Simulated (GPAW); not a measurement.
# Ballistic transport through an Al chain with two Li atoms in line, from relaxation to T(E)

Aim: the conductance of an Al chain with two Li atoms in line after relaxation, and whether geometry, basis or functional moves it most.

Method: GPAW LCAO, PAW setups; relaxation of the junction within the symmetry of its start, lead ends held, in the first sound run; inputs show where later runs differ, in GPAW 26.7.0.

**1. Starting point**

The cell holds 16 atoms: 14 Al and 2 Li. Cell: a = 9.000 Å, b = 9.000 Å, c = 39.387 Å, α = 90.0°, β = 90.0°, γ = 90.0°. Regions: left lead, 7 atoms (7 Al); channel, 2 atoms (2 Li); right lead, 7 atoms (7 Al). Vacuum lies along a and b. The structure is stacked along c, and the current runs across the ab planes.

As a file:

```cif
data_structure
_symmetry_space_group_name_H-M 'P 1'
_symmetry_Int_Tables_number 1
_cell_length_a 9.0000
_cell_length_b 9.0000
_cell_length_c 39.3866
_cell_angle_alpha 90.000
_cell_angle_beta 90.000
_cell_angle_gamma 90.000
_cell_volume 3190.31
loop_
_atom_site_label
_atom_site_type_symbol
_atom_site_fract_x
_atom_site_fract_y
_atom_site_fract_z
_atom_site_occupancy
Al1 Al 0.50000 0.50000 0.03047 1
Al2 Al 0.50000 0.50000 0.09140 1
Al3 Al 0.50000 0.50000 0.15234 1
Al4 Al 0.50000 0.50000 0.21327 1
Al5 Al 0.50000 0.50000 0.27420 1
Al6 Al 0.50000 0.50000 0.33514 1
Al7 Al 0.50000 0.50000 0.39607 1
Li8 Li 0.50000 0.50000 0.46255 1
Li9 Li 0.50000 0.50000 0.53745 1
Al10 Al 0.50000 0.50000 0.60393 1
Al11 Al 0.50000 0.50000 0.66486 1
Al12 Al 0.50000 0.50000 0.72580 1
Al13 Al 0.50000 0.50000 0.78673 1
Al14 Al 0.50000 0.50000 0.84766 1
Al15 Al 0.50000 0.50000 0.90860 1
Al16 Al 0.50000 0.50000 0.96953 1
```

**2. Relaxing the atoms**

Transmission follows bond lengths closely, so the atoms between the held lead ends are relaxed first, within whatever symmetry the start has.

The input, run.py:

```python
import json
from ase import Atoms
from ase.constraints import FixAtoms
from ase.optimize import BFGS
from gpaw import GPAW, FermiDirac

device = Atoms(
    ['Al', 'Al', 'Al', 'Al', 'Al', 'Al', 'Al', 'Li', 'Li', 'Al', 'Al', 'Al', 'Al', 'Al', 'Al', 'Al'],
    positions=[
        [4.50000, 4.50000, 1.20000],
        [4.50000, 4.50000, 3.60000],
        [4.50000, 4.50000, 6.00000],
        [4.50000, 4.50000, 8.40000],
        [4.50000, 4.50000, 10.80000],
        [4.50000, 4.50000, 13.20000],
        [4.50000, 4.50000, 15.60000],
        [4.50000, 4.50000, 18.21830],
        [4.50000, 4.50000, 21.16830],
        [4.50000, 4.50000, 23.78660],
        [4.50000, 4.50000, 26.18660],
        [4.50000, 4.50000, 28.58660],
        [4.50000, 4.50000, 30.98660],
        [4.50000, 4.50000, 33.38660],
        [4.50000, 4.50000, 35.78660],
        [4.50000, 4.50000, 38.18660]],
    cell=[[9.0, 0.0, 0.0], [0.0, 9.0, 0.0], [0.0, 0.0, 39.3866]],
    pbc=True)

device.set_constraint(FixAtoms([0, 1, 2, 3, 4, 5, 10, 11, 12, 13, 14, 15]))
device.calc = GPAW(mode='lcao', basis='dzp', xc='PBE', h=0.18,
                   kpts={'size': (1, 1, 2), 'gamma': True},
                   symmetry={'tolerance': 1e-3, 'extra_ids': [1, 1, 1, 1, 1, 1, 0, 0, 0, 0, 1, 1, 1, 1, 1, 1]},
                   occupations=FermiDirac(0.1), maxiter=250,
                   mixer=dict(beta=0.1, nmaxold=8, weight=100.0),
                   convergence=dict(density=0.0001), txt='relax.txt')
path = []
opt = BFGS(device, maxstep=0.15)
opt.attach(lambda: path.append((device.get_potential_energy(), device.positions.tolist(), device.get_forces().tolist())))
relaxed = bool(opt.run(fmax=0.05, steps=50))
json.dump(dict(relaxed=relaxed, path=path, positions=device.positions.tolist(), moments=device.get_magnetic_moments().tolist(),
               forces=device.get_forces(apply_constraint=False).tolist()), open('result.json', 'w'))
```

Command:

```
> OMP_NUM_THREADS=1 OPENBLAS_NUM_THREADS=1 python run.py
```

The program printed:

```text
Step          Energy          fmax
BFGS:    0      -26.420727        0.671566
BFGS:    1      -26.432603        0.552379
BFGS:    2      -26.460996        0.215579
BFGS:    3      -26.462644        0.212673
BFGS:    4      -26.468663        0.159984
BFGS:    5      -26.472289        0.110535
BFGS:    6      -26.473440        0.052091
BFGS:    7      -26.473697        0.005199
```

Run time: 12 min. Hardware: 1 thread of Arm Neoverse N1, shared host; peak memory 1.7 GiB.

Step by step:

```tsv
step	energy less that of the first step (eV)	largest force (eV/Å)
1	0.0000	0.6716
2	-0.0115	0.5524
3	-0.0390	0.2156
4	-0.0405	0.2127
5	-0.0463	0.1600
6	-0.0499	0.1105
7	-0.0511	0.0521
8	-0.0514	0.0052
```

The atoms that moved most (Å):

```tsv
atom	dx	dy	dz	length
Al10	0.000	0.000	-0.076	0.076
Al7	0.000	0.000	0.076	0.076
Li9	0.000	0.000	-0.066	0.066
Li8	0.000	0.000	0.066	0.066
```

The relaxation lowered the energy of the cell by 0.0514 eV (energies extrapolated to zero smearing; the optimiser's log prints free energies). The largest force left on a free atom is 0.0052 eV/Å.

**3. Double-zeta polarised basis**

Localised orbitals split the wire into layers that couple to their neighbours alone, which is what the Green's function method needs; double zeta with polarisation is the usual level for numbers.

This step: GPAW LCAO, PAW setups; Landauer transmission from Green's functions with principal layers (ASE), zero bias (GPAW 26.7.0).

The input, run.py:

```python
import json
import numpy as np
from ase import Atoms
from ase.transport.calculators import TransportCalculator
from gpaw import GPAW, FermiDirac
from gpaw.lcao.tools import get_lcao_hamiltonian
from scipy.linalg import eigh

# The junction with lead layers at both ends, along the third cell vector
device = Atoms(
    ['Al', 'Al', 'Al', 'Al', 'Al', 'Al', 'Al', 'Li', 'Li', 'Al', 'Al', 'Al', 'Al', 'Al', 'Al', 'Al'],
    positions=[
        [4.50000, 4.50000, 1.20000],
        [4.50000, 4.50000, 3.60000],
        [4.50000, 4.50000, 6.00000],
        [4.50000, 4.50000, 8.40000],
        [4.50000, 4.50000, 10.80000],
        [4.50000, 4.50000, 13.20000],
        [4.50000, 4.50000, 15.67622],
        [4.50000, 4.50000, 18.28422],
        [4.50000, 4.50000, 21.10238],
        [4.50000, 4.50000, 23.71038],
        [4.50000, 4.50000, 26.18660],
        [4.50000, 4.50000, 28.58660],
        [4.50000, 4.50000, 30.98660],
        [4.50000, 4.50000, 33.38660],
        [4.50000, 4.50000, 35.78660],
        [4.50000, 4.50000, 38.18660]],
    cell=[[9.0, 0.0, 0.0], [0.0, 9.0, 0.0], [0.0, 0.0, 39.3866]],
    pbc=True)

# One principal layer of the lead: the first 4 atoms of the device
lead = Atoms(
    ['Al', 'Al', 'Al', 'Al'],
    positions=[
        [4.50000, 4.50000, 1.20000],
        [4.50000, 4.50000, 3.60000],
        [4.50000, 4.50000, 6.00000],
        [4.50000, 4.50000, 8.40000]],
    cell=[[9.0, 0.0, 0.0], [0.0, 9.0, 0.0], [0.0, 0.0, 9.6]],
    pbc=True)

settings = dict(mode='lcao', basis='dzp', xc='PBE', h=0.2,
                occupations=FermiDirac(0.1), maxiter=250,
                mixer=dict(beta=0.1, nmaxold=8, weight=100.0),
                convergence=dict(density=0.0001))
energies = np.arange(-2, 2 + 1e-9, 0.025)
eta = 0.0001
n1, n2 = 1, 1
# k and -k transmit alike, so half of the mesh across the current serves
mesh = [(i, j) for i in range(n1) for j in range(n2) if (i, j) <= (-i % n1, -j % n2)]
weights = np.array([1 if (i, j) == (-i % n1, -j % n2) else 2 for i, j in mesh]) / (n1 * n2)

# [... helper functions left out ...]
fermi_lead = ground_state(lead, (1, 1, 12), 'lead.txt')
fermi_device = ground_state(device, (1, 1, 2), 'device.txt')
# [... loop over the mesh left out, but for ...]
        # Shift the lead onto the potential of the device's first layer
        shift = ((H[:, 0, 0] - H0[:, 0, 0]) / S0[0, 0]).real.mean()
# [...]
kT = 8.617333e-5 * 300
bias = [0.1, 0.2, 0.5, 1.0, 1.5, 2.0]
# [... integrals and printing left out ...]
```

The program printed:

```text
basis functions: device 192, principal layer 52
Fermi level: lead -3.1259 eV, device -2.9660 eV; lead shifted by 0.0048 eV
largest coupling past the next layer 1.42e-15 eV, largest misfit of the first layer 0.014 eV
  E-E_F (eV)   T (one spin)  channels
    -2.000    4.0568e-04    1.0000
    -1.975    4.4797e-04    1.0000
    -1.950    4.9474e-04    1.0000
    -1.925    5.4650e-04    1.0000
    -1.900    6.0380e-04    1.0000
    -1.875    6.6728e-04    1.0000
    -1.850    7.3762e-04    1.0000
    -1.825    8.1561e-04    1.0000
    -1.800    9.0213e-04    1.0000
    -1.775    9.9813e-04    1.0000
    -1.750    1.1047e-03    1.0000
    -1.725    1.2230e-03    1.0000
    -1.700    1.3543e-03    1.0000
    -1.675    1.5001e-03    1.0000
    -1.650    1.6617e-03    1.0000
    -1.625    1.8408e-03    1.0000
[...]
1.825    5.5420e-02    3.0000
     1.850    5.7385e-02    3.0000
     1.875    5.9391e-02    3.0000
     1.900    6.1439e-02    3.0000
     1.925    6.3530e-02    3.0000
     1.950    6.5664e-02    3.0000
     1.975    6.7842e-02    3.0000
     2.000    7.0065e-02    3.0000
conductance at 300 K: 0.0010657 G0 a cell; thermopower -20.24 uV/K
current from the zero-bias T(E) at 0.1 V: 0.0082022 uA
current from the zero-bias T(E) at 0.2 V: 0.016098 uA
current from the zero-bias T(E) at 0.5 V: 0.036464 uA
current from the zero-bias T(E) at 1.0 V: 0.0645 uA
current from the zero-bias T(E) at 1.5 V: 0.097815 uA
current from the zero-bias T(E) at 2.0 V: 0.15722 uA
```

Run time: 1.9 min. Hardware: 1 thread; peak memory 1.2 GiB.

This step gave:

| Property | Result |
| --- | --- |
| conductance | 0.001066 G₀ |
| thermopower | -20.24 μV/K |
| largest coupling past the next principal layer | 1.42e-15 eV |
| largest misfit of the first principal layer | 0.01370 eV |
| shift that aligns the lead | 0.004815 eV |
| basis functions of the junction | 192 |
| basis functions of a principal layer | 52 |
| transmission at the Fermi level (one spin) | 0.001087 |
| open channels of the lead at the Fermi level (one spin) | 2 |

One spin. The transmission, zone mean by energy, zero at the Fermi level:

```tsv
energy (eV)	transmission, zone mean
-2.000	4.1e-4
-1.900	6.0e-4
-1.800	9.0e-4
-1.700	0.00135
-1.600	0.00204
-1.500	0.00303
-1.400	0.00412
-1.300	0.00107
-1.200	1.5e-7
-1.100	1.1e-7
-1.000	2.8e-10
-0.900	2.5e-11
-0.800	6.3e-12
-0.700	2.8e-12
-0.600	1.9e-12
-0.500	1.5e-12
-0.400	1.1e-11
-0.300	8.6e-5
-0.200	3.2e-4
-0.100	7.1e-4
0.000	0.00109
0.100	0.00129
0.200	0.00134
0.300	0.00135
0.400	0.00140
0.500	0.00150
0.600	0.00166
0.700	0.00186
0.800	0.00210
0.900	0.00237
1.000	0.00641
1.100	0.0116
1.200	0.0167
1.300	0.0219
1.400	0.0274
1.500	0.0332
1.600	0.0394
1.700	0.0462
1.800	0.0535
1.900	0.0614
2.000	0.0701
```

Crossings of the lead's bands, unfolded to its shortest repeat. The open channels, zone mean by energy, zero at the Fermi level:

energy (eV), open channels, zone mean and a bar:
```
   -2.000       1.00 ##########
   -1.800       1.00 ##########
   -1.600       1.00 ##########
   -1.400       1.00 ##########
   -1.200       0.00 
   -1.000       0.00 
   -0.800       0.00 
   -0.600       0.00 
   -0.400       0.00 
   -0.200       2.00 ####################
    0.000       2.00 ####################
    0.200       2.00 ####################
    0.400       2.00 ####################
    0.600       2.00 ####################
    0.800       2.00 ####################
    1.000       3.00 ##############################
    1.200       3.00 ##############################
    1.400       3.00 ##############################
    1.600       3.00 ##############################
    1.800       3.00 ##############################
    2.000       3.00 ##############################
```

Not self-consistent under bias; the bias window is split evenly. Current through one cell, from the zero-bias transmission against bias:

```tsv
bias (V)	current through one cell, from the zero-bias transmission (nA)
0.100	8.20
0.200	16.1
0.500	36.5
1.000	64.5
1.500	97.8
2.000	157
```

Transmission of the three most open eigenchannels against energy, zero at the Fermi level:

```tsv
energy (eV)	channel 1	channel 2	channel 3
-2.000	4.1e-4	1.3e-12	0
-1.900	6.0e-4	1.2e-12	0
-1.800	9.0e-4	1.1e-12	0
-1.700	0.00135	1.1e-12	0
-1.600	0.00204	1.0e-12	0
-1.500	0.00303	0	0
-1.400	0.00412	0	0
-1.300	0.00107	0	0
-1.200	1.5e-7	0	0
-1.100	1.1e-7	0	0
-1.000	2.8e-10	0	0
-0.900	2.4e-11	0	0
-0.800	5.5e-12	0	0
-0.700	2.0e-12	0	0
-0.600	1.0e-12	0	0
-0.500	0	0	0
-0.400	4.5e-12	4.5e-12	0
-0.300	4.3e-5	4.3e-5	1.1e-12
-0.200	1.6e-4	1.6e-4	1.8e-12
-0.100	3.5e-4	3.5e-4	5.0e-12
0.000	5.4e-4	5.4e-4	8.5e-11
0.100	6.5e-4	6.5e-4	2.3e-11
0.200	6.7e-4	6.7e-4	4.7e-12
0.300	6.8e-4	6.8e-4	2.7e-12
0.400	7.0e-4	7.0e-4	2.3e-12
0.500	7.5e-4	7.5e-4	2.7e-12
0.600	8.3e-4	8.3e-4	4.1e-12
0.700	9.3e-4	9.3e-4	9.0e-12
0.800	0.00105	0.00105	3.4e-11
0.900	0.00119	0.00119	8.4e-10
1.000	0.00375	0.00133	0.00133
1.100	0.00865	0.00148	0.00148
1.200	0.0134	0.00164	0.00164
1.300	0.0183	0.00183	0.00183
1.400	0.0233	0.00203	0.00203
1.500	0.0287	0.00226	0.00226
1.600	0.0344	0.00250	0.00250
1.700	0.0406	0.00277	0.00277
1.800	0.0474	0.00306	0.00306
1.900	0.0547	0.00338	0.00338
2.000	0.0626	0.00371	0.00371
```

Couplings past the next layer reach 1.4e-15 eV, small enough to drop; the matrix elements of the cell's first layer differ from the bulk lead's by up to 0.014 eV. That layer keeps its own values in the calculation, and only beyond it is the lead taken as perfect. The Fermi levels of lead and junction count from different zeros of potential, one for each periodic cell; with both set to zero, the small remaining shift is what aligns them. By hand: G = 0.001066 × 77.48 μS = 0.0826 μS, a resistance of 12111 kΩ; at 0.1 V a linear junction would pass 0.00826 μA, and the integral over the bias window gives 0.00820 μA. Mott's formula, S = -(π²/3)(k_B²T/e) d ln T/dE, has the prefactor 7.33 μV/K·eV at 300 K; T = 0.001004 at -0.025 eV and 0.001157 at 0.025 eV give a slope of 2.84 per eV and S = -20.8 μV/K, beside -20.2 μV/K from the thermal integral, which interpolates the same grid.

**4. Single-zeta polarised basis**

The second zeta is dropped, the polarisation orbitals stay.

run.py, as its differences from that of step 3:

```diff
@@ -42,3 +42,3 @@
 
-settings = dict(mode='lcao', basis='dzp', xc='PBE', h=0.2,
+settings = dict(mode='lcao', basis='szp(dzp)', xc='PBE', h=0.2,
                 occupations=FermiDirac(0.1), maxiter=250,
```

The program printed:

```text
basis functions: device 134, principal layer 36
Fermi level: lead -3.5823 eV, device -3.3136 eV; lead shifted by 0.0084 eV
largest coupling past the next layer 1.49e-15 eV, largest misfit of the first layer 0.022 eV
  E-E_F (eV)   T (one spin)  channels
    -2.000    3.1733e-04    1.0000
    -1.975    3.4617e-04    1.0000
    -1.950    3.7767e-04    1.0000
    -1.925    4.1208e-04    1.0000
    -1.900    4.4967e-04    1.0000
    -1.875    4.9073e-04    1.0000
    -1.850    5.3557e-04    1.0000
    -1.825    5.8449e-04    1.0000
    -1.800    6.3782e-04    1.0000
    -1.775    6.9588e-04    1.0000
    -1.750    7.5897e-04    1.0000
    -1.725    8.2732e-04    1.0000
    -1.700    9.0109e-04    1.0000
    -1.675    9.8025e-04    1.0000
    -1.650    1.0645e-03    1.0000
    -1.625    1.1531e-03    1.0000
[...]
1.825    5.2735e-02    3.0000
     1.850    5.4442e-02    3.0000
     1.875    5.6187e-02    3.0000
     1.900    5.7970e-02    3.0000
     1.925    5.9792e-02    3.0000
     1.950    6.1654e-02    3.0000
     1.975    6.3557e-02    3.0000
     2.000    6.5503e-02    3.0000
conductance at 300 K: 0.0011828 G0 a cell; thermopower -17.2 uV/K
current from the zero-bias T(E) at 0.1 V: 0.0091002 uA
current from the zero-bias T(E) at 0.2 V: 0.017833 uA
current from the zero-bias T(E) at 0.5 V: 0.039717 uA
current from the zero-bias T(E) at 1.0 V: 0.067257 uA
current from the zero-bias T(E) at 1.5 V: 0.09958 uA
current from the zero-bias T(E) at 2.0 V: 0.23431 uA
```

Run time: 95 s. Hardware: 1 thread; peak memory 1.2 GiB.

Numbers from this step:

```
conductance                                    : 0.001183 G₀
thermopower                                    : -17.20 μV/K
largest coupling past the next principal layer : 1.49e-15 eV
largest misfit of the first principal layer    : 0.02173 eV
shift that aligns the lead                     : 0.008430 eV
basis functions of the junction                : 134
basis functions of a principal layer           : 36
transmission at the Fermi level (one spin)     : 0.001207
```

One spin. The transmission, zone mean by energy, zero at the Fermi level:

```tsv
energy (eV)	transmission, zone mean
-2.000	3.2e-4
-1.800	6.4e-4
-1.600	0.00124
-1.400	7.3e-4
-1.200	6.9e-7
-1.000	3.9e-11
-0.800	1.9e-12
-0.600	0
-0.400	0
-0.200	3.8e-4
0.000	0.00121
0.200	0.00139
0.400	0.00136
0.600	0.00155
0.800	0.00360
1.000	0.0121
1.200	0.0200
1.400	0.0288
1.600	0.0389
1.800	0.0511
2.000	0.0655
```

Crossings of the lead's bands, unfolded to its shortest repeat. Open channels, zone mean against energy, zero at the Fermi level:

energy (eV), open channels, zone mean and a bar:
```
   -2.000       1.00 ##########
   -1.800       1.00 ##########
   -1.600       1.00 ##########
   -1.400       1.00 ##########
   -1.200       0.00 
   -1.000       0.00 
   -0.800       0.00 
   -0.600       0.00 
   -0.400       0.00 
   -0.200       2.00 ####################
    0.000       2.00 ####################
    0.200       2.00 ####################
    0.400       2.00 ####################
    0.600       2.00 ####################
    0.800       3.00 ##############################
    1.000       3.00 ##############################
    1.200       3.00 ##############################
    1.400       3.00 ##############################
    1.600       3.00 ##############################
    1.800       3.00 ##############################
    2.000       3.00 ##############################
```

Not self-consistent under bias; the bias window is split evenly. The current through one cell, from the zero-bias transmission by bias:

```tsv
bias (V)	current through one cell, from the zero-bias transmission (nA)
0.100	9.10
0.200	17.8
0.500	39.7
1.000	67.3
1.500	99.6
2.000	234
```

Table of transmission of the three most open eigenchannels by energy, zero at the Fermi level:

```tsv
energy (eV)	channel 1	channel 2	channel 3
-2.000	3.2e-4	0	0
-1.900	4.5e-4	0	0
-1.800	6.4e-4	0	0
-1.700	9.0e-4	0	0
-1.600	0.00124	0	0
-1.500	0.00155	0	0
-1.400	7.3e-4	0	0
-1.300	5.0e-9	0	0
-1.200	6.9e-7	0	0
-1.100	1.1e-9	0	0
-1.000	3.9e-11	0	0
-0.900	6.1e-12	0	0
-0.800	1.9e-12	0	0
-0.700	0	0	0
-0.600	0	0	0
-0.500	0	0	0
-0.400	0	0	0
-0.300	4.4e-5	4.4e-5	0
-0.200	1.9e-4	1.9e-4	0
-0.100	4.1e-4	4.1e-4	3.0e-12
0.000	6.0e-4	6.0e-4	5.2e-11
0.100	6.9e-4	6.9e-4	1.9e-11
0.200	6.9e-4	6.9e-4	4.4e-12
0.300	6.8e-4	6.8e-4	3.0e-12
0.400	6.8e-4	6.8e-4	3.4e-12
0.500	7.1e-4	7.1e-4	6.0e-12
0.600	7.7e-4	7.7e-4	1.8e-11
0.700	8.6e-4	8.6e-4	1.5e-10
0.800	0.00168	9.6e-4	9.6e-4
0.900	0.00588	0.00107	0.00107
1.000	0.00971	0.00118	0.00118
1.100	0.0134	0.00129	0.00129
1.200	0.0172	0.00142	0.00142
1.300	0.0211	0.00156	0.00156
1.400	0.0253	0.00171	0.00171
1.500	0.0299	0.00188	0.00188
1.600	0.0348	0.00207	0.00207
1.700	0.0402	0.00226	0.00226
1.800	0.0461	0.00247	0.00247
1.900	0.0526	0.00268	0.00268
2.000	0.0597	0.00291	0.00291
```

The conductance, 0.00118 G₀, lies 11 % above that of the dzp run.

**5. Minimal basis**

One function for each valence shell of the setup, as for a first survey of a large system.

run.py, as its differences from that of step 4:

```diff
@@ -42,3 +42,3 @@
 
-settings = dict(mode='lcao', basis='szp(dzp)', xc='PBE', h=0.2,
+settings = dict(mode='lcao', basis='sz(dzp)', xc='PBE', h=0.2,
                 occupations=FermiDirac(0.1), maxiter=250,
```

The program printed:

```text
basis functions: device 58, principal layer 16
Fermi level: lead -3.8293 eV, device -3.4659 eV; lead shifted by 0.0111 eV
largest coupling past the next layer 9.58e-16 eV, largest misfit of the first layer 0.027 eV
  E-E_F (eV)   T (one spin)  channels
    -2.000    6.2802e-03    1.0000
    -1.975    6.6317e-03    1.0000
    -1.950    6.9708e-03    1.0000
[...]
1.975    2.5642e-01    3.0000
     2.000    2.6386e-01    3.0000
conductance at 300 K: 1.0082e-05 G0 a cell; thermopower -7.915 uV/K
current from the zero-bias T(E) at 0.1 V: 7.7518e-05 uA
current from the zero-bias T(E) at 0.2 V: 0.00015149 uA
current from the zero-bias T(E) at 0.5 V: 0.0003283 uA
current from the zero-bias T(E) at 1.0 V: 0.00054807 uA
current from the zero-bias T(E) at 1.5 V: 0.12196 uA
current from the zero-bias T(E) at 2.0 V: 0.95359 uA
```

It took 57 s on 1 thread; peak memory 1.1 GiB.

Numbers from this step:

```
conductance                                    : 1.01e-5 G₀
thermopower                                    : -7.915 μV/K
largest coupling past the next principal layer : 9.58e-16 eV
largest misfit of the first principal layer    : 0.02668 eV
shift that aligns the lead                     : 0.01109 eV
basis functions of the junction                : 58
basis functions of a principal layer           : 16
transmission at the Fermi level (one spin)     : 1.03e-5
```

One spin. Transmission, zone mean against energy, zero at the Fermi level:

```tsv
energy (eV)	transmission, zone mean
-2.000	0.00628
-1.900	0.00754
-1.800	0.00699
-1.700	1.4e-8
-1.600	1.6e-8
-1.500	4.5e-8
-1.400	5.2e-8
-1.300	2.3e-10
-1.200	2.5e-11
-1.100	6.3e-12
-1.000	2.4e-12
-0.900	1.2e-12
-0.800	0
-0.700	0
-0.600	0
-0.500	0
-0.400	1.1e-7
-0.300	1.7e-6
-0.200	4.7e-6
-0.100	8.3e-6
0.000	1.0e-5
0.100	1.0e-5
0.200	9.4e-6
0.300	8.1e-6
0.400	7.2e-6
0.500	6.6e-6
0.600	6.3e-6
0.700	0.0140
0.800	0.0317
0.900	0.0472
1.000	0.0617
1.100	0.0762
1.200	0.0911
1.300	0.107
1.400	0.124
1.500	0.142
1.600	0.162
1.700	0.184
1.800	0.209
1.900	0.235
2.000	0.264
```

The conductance, 1.0e-5 G₀, lies a factor of 106 below that of the dzp run.

[end of part 1 of 2]

[Logs are printed without paths, hosts, clocks, repeated set-up lines and the standing remarks that a program may print on its own settings, such as how far it seeks lower states.]

[Hosts, paths, dates, database ids (printed as entryN), source tags and the programs' standing remarks are cut or masked in the printed files.]
